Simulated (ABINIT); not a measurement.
# MgSiSe3 (Pm-3m): phonons by linear response, part 3 of 6

How does MgSiSe3 (Pm-3m) vibrate, and is this structure a minimum?

ABINIT 10.8.3; DFT LDA, scalar-relativistic, plane waves, HGH norm-conserving pseudopotentials.

So far. Step 4 (Relaxing the cell and atoms): The volume changes by -0.4 % in this run and stands +6.2 % from the first cell. Step 6 (Zone-centre response): The acoustic modes at Γ come out as far as 1.4 cm⁻¹ from zero, where they should vanish, a small numerical error. The lowest optical mode is imaginary, 142i cm⁻¹, an instability at this level and on this k mesh. The relaxed cell has a = 4.759 Å (conventional setting).

The structure was built from a prototype and need not be the compound's stable phase.

**7. Zone-centre analysis**

anaddb reads the merged derivatives and imposes the acoustic sum rule.

File anaddb.abi:

```
ddb_filepath "gamma_DDB"
output_file "anaddb.abo"
outdata_prefix "anaddb"
asr 1
chneut 1
enunit 2
eivec 1
nph1l 1
qph1l 0.0 0.0 0.0 1.0
```

File mrgddb.in:

```
gamma_DDB
merged
2
dfpt_gammao_DDB
gso_DDB
```

Launch:

```bash
$ mrgddb < mrgddb.in > mrgddb.log
$ OMP_NUM_THREADS=1 anaddb anaddb.abi > anaddb.log
```

anaddb.abo, the main output file:

```text
-outvars_anaddb: echo values of input variables ----------------------

 Miscellaneous information :
      enunit         2
       eivec         1
         asr         1
 First list of wavevector (reduced coord.) :
       nph1l         1
       qph1l
                     0.00000000E+00  0.00000000E+00  0.00000000E+00    1.000E+00

================================================================================

 read the DDB information and perform some checks

  ==== Info on the Cryst% object ====
 Real(R)+Recip(G) space primitive vectors, cartesian coordinates (Bohr,Bohr^-1):
 R(1)=  8.9929564  0.0000000  0.0000000  G(1)=  0.1111981  0.0000000  0.0000000
 R(2)=  0.0000000  8.9929564  0.0000000  G(2)=  0.0000000  0.1111981  0.0000000
 R(3)=  0.0000000  0.0000000  8.9929564  G(3)=  0.0000000  0.0000000  0.1111981
 Unit cell volume ucvol=  7.2728975E+02 bohr^3
 Angles (23,13,12)=  9.00000000E+01  9.00000000E+01  9.00000000E+01 degrees
 Time-reversal symmetry is present
 Reduced atomic positions [iatom, xred, symbol]:
    1)    0.0000000  0.0000000  0.0000000  Mg
    2)    0.5000000  0.5000000  0.5000000  Si
    3)    0.5000000  0.5000000  0.0000000  Se
    4)    0.5000000  0.0000000  0.5000000  Se
    5)    0.0000000  0.5000000  0.5000000  Se

 DDB file with 3 blocks has been read.

================================================================================

 Treat the first list of vectors

  Phonon wavevector (reduced coordinates) :  0.00000  0.00000  0.00000
 Phonon energies in Hartree :
  -6.449901E-04 -6.449901E-04 -6.449901E-04 -6.432811E-04 -6.432811E-04
  -6.432811E-04 -2.467849E-04 -2.467849E-04 -2.467849E-04  0.000000E+00
   0.000000E+00  0.000000E+00  1.178822E-03  1.178822E-03  1.178822E-03
 Phonon energies in meV     :
- -1.755108E+01 -1.755108E+01 -1.755108E+01 -1.750457E+01 -1.750457E+01
- -1.750457E+01 -6.715359E+00 -6.715359E+00 -6.715359E+00  0.000000E+00
-  0.000000E+00  0.000000E+00  3.207738E+01  3.207738E+01  3.207738E+01
 Phonon frequencies in cm-1    :
- -1.415590E+02 -1.415590E+02 -1.415590E+02 -1.411839E+02 -1.411839E+02
- -1.411839E+02 -5.416302E+01 -5.416302E+01 -5.416302E+01  0.000000E+00
-  0.000000E+00  0.000000E+00  2.587215E+02  2.587215E+02  2.587215E+02
 Phonon frequencies in Thz     :
- -4.243831E+00 -4.243831E+00 -4.243831E+00 -4.232586E+00 -4.232586E+00
- -4.232586E+00 -1.623767E+00 -1.623767E+00 -1.623767E+00  0.000000E+00
-  0.000000E+00  0.000000E+00  7.756276E+00  7.756276E+00  7.756276E+00
 Phonon energies in Kelvin  :
- -2.036718E+02 -2.036718E+02 -2.036718E+02 -2.031321E+02 -2.031321E+02
- -2.031321E+02 -7.792851E+01 -7.792851E+01 -7.792851E+01  0.000000E+00
-  0.000000E+00  0.000000E+00  3.722426E+02  3.722426E+02  3.722426E+02

 Eigendisplacements
 (will be given, for each mode : in cartesian coordinates
   for each atom the real part of the displacement vector,
   then the imaginary part of the displacement vector - absolute values smaller than 1.0d-7 are set to zero)
  Mode number    1   Energy   -6.449901E-04
 Attention : low frequency mode.
   (Could be unstable or acoustic mode)
-  1  0.00000000E+00  0.00000000E+00  4.11460830E-03
-     0.00000000E+00  0.00000000E+00  0.00000000E+00
-  2  0.00000000E+00  0.00000000E+00  8.34901014E-04
-     0.00000000E+00  0.00000000E+00  0.00000000E+00
-  3  0.00000000E+00  0.00000000E+00  1.48898351E-04
-     0.00000000E+00  0.00000000E+00  0.00000000E+00
-  4  0.00000000E+00  0.00000000E+00 -8.56202244E-04
-     0.00000000E+00  0.00000000E+00  0.00000000E+00
-  5  0.00000000E+00  0.00000000E+00 -8.56202244E-04
-     0.00000000E+00  0.00000000E+00  0.00000000E+00
  Mode number    2   Energy   -6.449901E-04
 Attention : low frequency mode.
   (Could be unstable or acoustic mode)
-  1  0.00000000E+00 -4.11460830E-03  0.00000000E+00
-     0.00000000E+00  0.00000000E+00  0.00000000E+00
-  2  0.00000000E+00 -8.34901014E-04  0.00000000E+00
-     0.00000000E+00  0.00000000E+00  0.00000000E+00
-  3  0.00000000E+00  8.56202244E-04  0.00000000E+00
-     0.00000000E+00  0.00000000E+00  0.00000000E+00
-  4  0.00000000E+00 -1.48898351E-04  0.00000000E+00
-     0.00000000E+00  0.00000000E+00  0.00000000E+00
-  5  0.00000000E+00  8.56202244E-04  0.00000000E+00
-     0.00000000E+00  0.00000000E+00  0.00000000E+00
  Mode number    3   Energy   -6.449901E-04
 Attention : low frequency mode.
   (Could be unstable or acoustic mode)
-  1  4.11460830E-03  0.00000000E+00  0.00000000E+00
-     0.00000000E+00  0.00000000E+00  0.00000000E+00
-  2  8.34901014E-04  0.00000000E+00  0.00000000E+00
-     0.00000000E+00  0.00000000E+00  0.00000000E+00
-  3 -8.56202244E-04  0.00000000E+00  0.00000000E+00
-     0.00000000E+00  0.00000000E+00  0.00000000E+00
-  4 -8.56202244E-04  0.00000000E+00  0.00000000E+00
-     0.00000000E+00  0.00000000E+00  0.00000000E+00
-  5  1.48898351E-04  0.00000000E+00  0.00000000E+00
-     0.00000000E+00  0.00000000E+00  0.00000000E+00
  Mode number    4   Energy   -6.432811E-04
 Attention : low frequency mode.
   (Could be unstable or acoustic mode)
-  1  0.00000000E+00  0.00000000E+00  0.00000000E+00
-     0.00000000E+00  0.00000000E+00  0.00000000E+00
-  2  0.00000000E+00  0.00000000E+00  0.00000000E+00
-     0.00000000E+00  0.00000000E+00  0.00000000E+00
-  3  0.00000000E+00  0.00000000E+00  0.00000000E+00
-     0.00000000E+00  0.00000000E+00  0.00000000E+00
-  4  0.00000000E+00  0.00000000E+00 -1.86380890E-03
-     0.00000000E+00  0.00000000E+00  0.00000000E+00
-  5  0.00000000E+00  0.00000000E+00  1.86380890E-03
-     0.00000000E+00  0.00000000E+00  0.00000000E+00
  Mode number    5   Energy   -6.432811E-04
 Attention : low frequency mode.
   (Could be unstable or acoustic mode)
-  1  0.00000000E+00  0.00000000E+00  0.00000000E+00
-     0.00000000E+00  0.00000000E+00  0.00000000E+00
-  2  0.00000000E+00  0.00000000E+00  0.00000000E+00
-     0.00000000E+00  0.00000000E+00  0.00000000E+00
-  3  0.00000000E+00 -1.86380890E-03  0.00000000E+00
-     0.00000000E+00  0.00000000E+00  0.00000000E+00
-  4  0.00000000E+00  0.00000000E+00  0.00000000E+00
-     0.00000000E+00  0.00000000E+00  0.00000000E+00
-  5  0.00000000E+00  1.86380890E-03  0.00000000E+00
-     0.00000000E+00  0.00000000E+00  0.00000000E+00
  Mode number    6   Energy   -6.432811E-04
 Attention : low frequency mode.
   (Could be unstable or acoustic mode)
-  1  0.00000000E+00  0.00000000E+00  0.00000000E+00
-     0.00000000E+00  0.00000000E+00  0.00000000E+00
-  2  0.00000000E+00  0.00000000E+00  0.00000000E+00
-     0.00000000E+00  0.00000000E+00  0.00000000E+00
-  3  1.86380890E-03  0.00000000E+00  0.00000000E+00
-     0.00000000E+00  0.00000000E+00  0.00000000E+00
-  4 -1.86380890E-03  0.00000000E+00  0.00000000E+00
-     0.00000000E+00  0.00000000E+00  0.00000000E+00
-  5  0.00000000E+00  0.00000000E+00  0.00000000E+00
-     0.00000000E+00  0.00000000E+00  0.00000000E+00
  Mode number    7   Energy   -2.467849E-04
 Attention : low frequency mode.
   (Could be unstable or acoustic mode)
-  1  0.00000000E+00  0.00000000E+00 -1.93456890E-03
-     0.00000000E+00  0.00000000E+00  0.00000000E+00
-  2  0.00000000E+00  0.00000000E+00  2.81984748E-03
-     0.00000000E+00  0.00000000E+00  0.00000000E+00
-  3  0.00000000E+00  0.00000000E+00  1.25744494E-03
-     0.00000000E+00  0.00000000E+00  0.00000000E+00
-  4  0.00000000E+00  0.00000000E+00 -8.32491039E-04
-     0.00000000E+00  0.00000000E+00  0.00000000E+00
-  5  0.00000000E+00  0.00000000E+00 -8.32491039E-04
-     0.00000000E+00  0.00000000E+00  0.00000000E+00
  Mode number    8   Energy   -2.467849E-04
 Attention : low frequency mode.
   (Could be unstable or acoustic mode)
-  1  0.00000000E+00  1.93456890E-03  0.00000000E+00
-     0.00000000E+00  0.00000000E+00  0.00000000E+00
-  2  0.00000000E+00 -2.81984748E-03  0.00000000E+00
-     0.00000000E+00  0.00000000E+00  0.00000000E+00
-  3  0.00000000E+00  8.32491039E-04  0.00000000E+00
-     0.00000000E+00  0.00000000E+00  0.00000000E+00
-  4  0.00000000E+00 -1.25744494E-03  0.00000000E+00
-     0.00000000E+00  0.00000000E+00  0.00000000E+00
-  5  0.00000000E+00  8.32491039E-04  0.00000000E+00
-     0.00000000E+00  0.00000000E+00  0.00000000E+00
  Mode number    9   Energy   -2.467849E-04
 Attention : low frequency mode.
   (Could be unstable or acoustic mode)
-  1  1.93456890E-03  0.00000000E+00  0.00000000E+00
-     0.00000000E+00  0.00000000E+00  0.00000000E+00
-  2 -2.81984748E-03  0.00000000E+00  0.00000000E+00
-     0.00000000E+00  0.00000000E+00  0.00000000E+00
-  3  8.32491039E-04  0.00000000E+00  0.00000000E+00
-     0.00000000E+00  0.00000000E+00  0.00000000E+00
-  4  8.32491039E-04  0.00000000E+00  0.00000000E+00
-     0.00000000E+00  0.00000000E+00  0.00000000E+00
-  5 -1.25744494E-03  0.00000000E+00  0.00000000E+00
-     0.00000000E+00  0.00000000E+00  0.00000000E+00
  Mode number   10   Energy    0.000000E+00
 Attention : low frequency mode.
   (Could be unstable or acoustic mode)
-  1  0.00000000E+00  0.00000000E+00  1.37710076E-03
-     0.00000000E+00  0.00000000E+00  0.00000000E+00
-  2  0.00000000E+00  0.00000000E+00  1.37712378E-03
-     0.00000000E+00  0.00000000E+00  0.00000000E+00
-  3  0.00000000E+00  0.00000000E+00  1.37711315E-03
-     0.00000000E+00  0.00000000E+00  0.00000000E+00
-  4  0.00000000E+00  0.00000000E+00  1.37710300E-03
-     0.00000000E+00  0.00000000E+00  0.00000000E+00
-  5  0.00000000E+00  0.00000000E+00  1.37710300E-03
-     0.00000000E+00  0.00000000E+00  0.00000000E+00
  Mode number   11   Energy    0.000000E+00
 Attention : low frequency mode.
   (Could be unstable or acoustic mode)
-  1  0.00000000E+00 -1.37710076E-03  0.00000000E+00
-     0.00000000E+00  0.00000000E+00  0.00000000E+00
-  2  0.00000000E+00 -1.37712378E-03  0.00000000E+00
-     0.00000000E+00  0.00000000E+00  0.00000000E+00
-  3  0.00000000E+00 -1.37710300E-03  0.00000000E+00
-     0.00000000E+00  0.00000000E+00  0.00000000E+00
-  4  0.00000000E+00 -1.37711315E-03  0.00000000E+00
-     0.00000000E+00  0.00000000E+00  0.00000000E+00
-  5  0.00000000E+00 -1.37710300E-03  0.00000000E+00
-     0.00000000E+00  0.00000000E+00  0.00000000E+00
  Mode number   12   Energy    0.000000E+00
 Attention : low frequency mode.
   (Could be unstable or acoustic mode)
-  1  1.37710076E-03  0.00000000E+00  0.00000000E+00
-     0.00000000E+00  0.00000000E+00  0.00000000E+00
-  2  1.37712378E-03  0.00000000E+00  0.00000000E+00
-     0.00000000E+00  0.00000000E+00  0.00000000E+00
-  3  1.37710300E-03  0.00000000E+00  0.00000000E+00
-     0.00000000E+00  0.00000000E+00  0.00000000E+00
-  4  1.37710300E-03  0.00000000E+00  0.00000000E+00
-     0.00000000E+00  0.00000000E+00  0.00000000E+00
-  5  1.37711315E-03  0.00000000E+00  0.00000000E+00
-     0.00000000E+00  0.00000000E+00  0.00000000E+00
  Mode number   13   Energy    1.178822E-03
-  1  0.00000000E+00  0.00000000E+00  4.11822423E-05
-     0.00000000E+00  0.00000000E+00  0.00000000E+00
-  2  0.00000000E+00  0.00000000E+00  2.99790365E-03
-     0.00000000E+00  0.00000000E+00  0.00000000E+00
-  3  0.00000000E+00  0.00000000E+00 -1.85682205E-03
-     0.00000000E+00  0.00000000E+00  0.00000000E+00
-  4  0.00000000E+00  0.00000000E+00  3.88905289E-04
-     0.00000000E+00  0.00000000E+00  0.00000000E+00
-  5  0.00000000E+00  0.00000000E+00  3.88905289E-04
-     0.00000000E+00  0.00000000E+00  0.00000000E+00
  Mode number   14   Energy    1.178822E-03
-  1  0.00000000E+00  4.11822423E-05  0.00000000E+00
-     0.00000000E+00  0.00000000E+00  0.00000000E+00
-  2  0.00000000E+00  2.99790365E-03  0.00000000E+00
-     0.00000000E+00  0.00000000E+00  0.00000000E+00
-  3  0.00000000E+00  3.88905288E-04  0.00000000E+00
-     0.00000000E+00  0.00000000E+00  0.00000000E+00
-  4  0.00000000E+00 -1.85682205E-03  0.00000000E+00
-     0.00000000E+00  0.00000000E+00  0.00000000E+00
-  5  0.00000000E+00  3.88905288E-04  0.00000000E+00
-     0.00000000E+00  0.00000000E+00  0.00000000E+00
  Mode number   15   Energy    1.178822E-03
-  1  4.11822423E-05  0.00000000E+00  0.00000000E+00
-     0.00000000E+00  0.00000000E+00  0.00000000E+00
-  2  2.99790365E-03  0.00000000E+00  0.00000000E+00
-     0.00000000E+00  0.00000000E+00  0.00000000E+00
-  3  3.88905288E-04  0.00000000E+00  0.00000000E+00
-     0.00000000E+00  0.00000000E+00  0.00000000E+00
-  4  3.88905288E-04  0.00000000E+00  0.00000000E+00
-     0.00000000E+00  0.00000000E+00  0.00000000E+00
-  5 -1.85682205E-03  0.00000000E+00  0.00000000E+00
-     0.00000000E+00  0.00000000E+00  0.00000000E+00

 Analysis of degeneracies and characters (maximum tolerance=1.00E-06 a.u.)
 For each vibration mode, or group of modes if degenerate,
 the characters are given for each symmetry operation (see the list in the log file).
 Symmetry characters of vibration mode #   1
       degenerate with vibration modes #   2 to    3
  3.0 -3.0 -1.0  1.0 -1.0  1.0 -1.0  1.0  1.0 -1.0 -1.0  1.0  1.0 -1.0 -1.0  1.0
 -0.0  0.0 -0.0  0.0  0.0 -0.0  0.0 -0.0  1.0 -1.0 -1.0  1.0 -1.0  1.0  1.0 -1.0
 -0.0  0.0  0.0 -0.0  0.0 -0.0 -0.0  0.0  1.0 -1.0  1.0 -1.0 -1.0  1.0 -1.0  1.0
 Symmetry characters of vibration mode #   4
       degenerate with vibration modes #   5 to    6
  3.0 -3.0 -1.0  1.0 -1.0  1.0 -1.0  1.0 -1.0  1.0  1.0 -1.0 -1.0  1.0  1.0 -1.0
  0.0 -0.0  0.0 -0.0 -0.0  0.0 -0.0  0.0 -1.0  1.0  1.0 -1.0  1.0 -1.0 -1.0  1.0
  0.0 -0.0 -0.0  0.0 -0.0  0.0  0.0 -0.0 -1.0  1.0 -1.0  1.0  1.0 -1.0  1.0 -1.0
 Symmetry characters of vibration mode #   7
       degenerate with vibration modes #   8 to    9
  3.0 -3.0 -1.0  1.0 -1.0  1.0 -1.0  1.0  1.0 -1.0 -1.0  1.0  1.0 -1.0 -1.0  1.0
 -0.0  0.0 -0.0  0.0  0.0 -0.0  0.0 -0.0  1.0 -1.0 -1.0  1.0 -1.0  1.0  1.0 -1.0
 -0.0  0.0  0.0 -0.0  0.0 -0.0 -0.0  0.0  1.0 -1.0  1.0 -1.0 -1.0  1.0 -1.0  1.0
 Symmetry characters of vibration mode #  10
       degenerate with vibration modes #  11 to   12
  3.0 -3.0 -1.0  1.0 -1.0  1.0 -1.0  1.0  1.0 -1.0 -1.0  1.0  1.0 -1.0 -1.0  1.0
  0.0 -0.0  0.0 -0.0 -0.0  0.0 -0.0  0.0  1.0 -1.0 -1.0  1.0 -1.0  1.0  1.0 -1.0
  0.0 -0.0 -0.0  0.0 -0.0  0.0  0.0 -0.0  1.0 -1.0  1.0 -1.0 -1.0  1.0 -1.0  1.0
 Symmetry characters of vibration mode #  13
       degenerate with vibration modes #  14 to   15
  3.0 -3.0 -1.0  1.0 -1.0  1.0 -1.0  1.0  1.0 -1.0 -1.0  1.0  1.0 -1.0 -1.0  1.0
 -0.0  0.0 -0.0  0.0  0.0 -0.0  0.0 -0.0  1.0 -1.0 -1.0  1.0 -1.0  1.0  1.0 -1.0
 -0.0  0.0  0.0 -0.0  0.0 -0.0 -0.0  0.0  1.0 -1.0  1.0 -1.0 -1.0  1.0 -1.0  1.0
-
```

Wall time 0.51 s (1 thread of Arm Neoverse V1, shared host).

No LO-TO term; unit eigenvectors of the mass-weighted matrix, from anaddb's displacements. The modes at Γ (shares of kinetic energy by element, %) (negative means imaginary):

```csv
mode,frequency (cm⁻¹),Mg %,Si %,Se %
1,-141.6,75,4,21
2,-141.6,75,4,21
3,-141.6,75,4,21
4,-141.2,0,0,100
5,-141.2,0,0,100
6,-141.2,0,0,100
7,-54.2,17,41,43
8,-54.2,17,41,43
9,-54.2,17,41,43
10,0.0,8,10,82
11,0.0,8,10,82
12,0.0,8,10,82
13,258.7,0,46,54
14,258.7,0,46,54
15,258.7,0,46,54
```

Displacements in mode 1 (-141.6 cm⁻¹), the largest set to 1:
```
Mg1  0.00  0.00  1.00
Si2  0.00  0.00  0.20
Se3  0.00  0.00  0.04
Se4  0.00  0.00 -0.21
Se5  0.00  0.00 -0.21
```

Displacements in mode 13 (258.7 cm⁻¹), the largest set to 1:
```
Mg1  0.00  0.00  0.01
Si2  0.00  0.00  1.00
Se3  0.00  0.00 -0.62
Se4  0.00  0.00  0.13
Se5  0.00  0.00  0.13
```

The rule moves no optical mode by more than 0.1 cm⁻¹.

[end of part 3 of 6]

[Host names and launcher messages were left out of these logs when they were recorded.]

[Logs are printed without paths, hosts, clocks, repeated set-up lines and the standing remarks that a program may print on its own settings, such as how far it seeks lower states.]

[Hosts, paths, dates, database ids (printed as entryN), source tags and the programs' standing remarks are cut or masked in the printed files.]
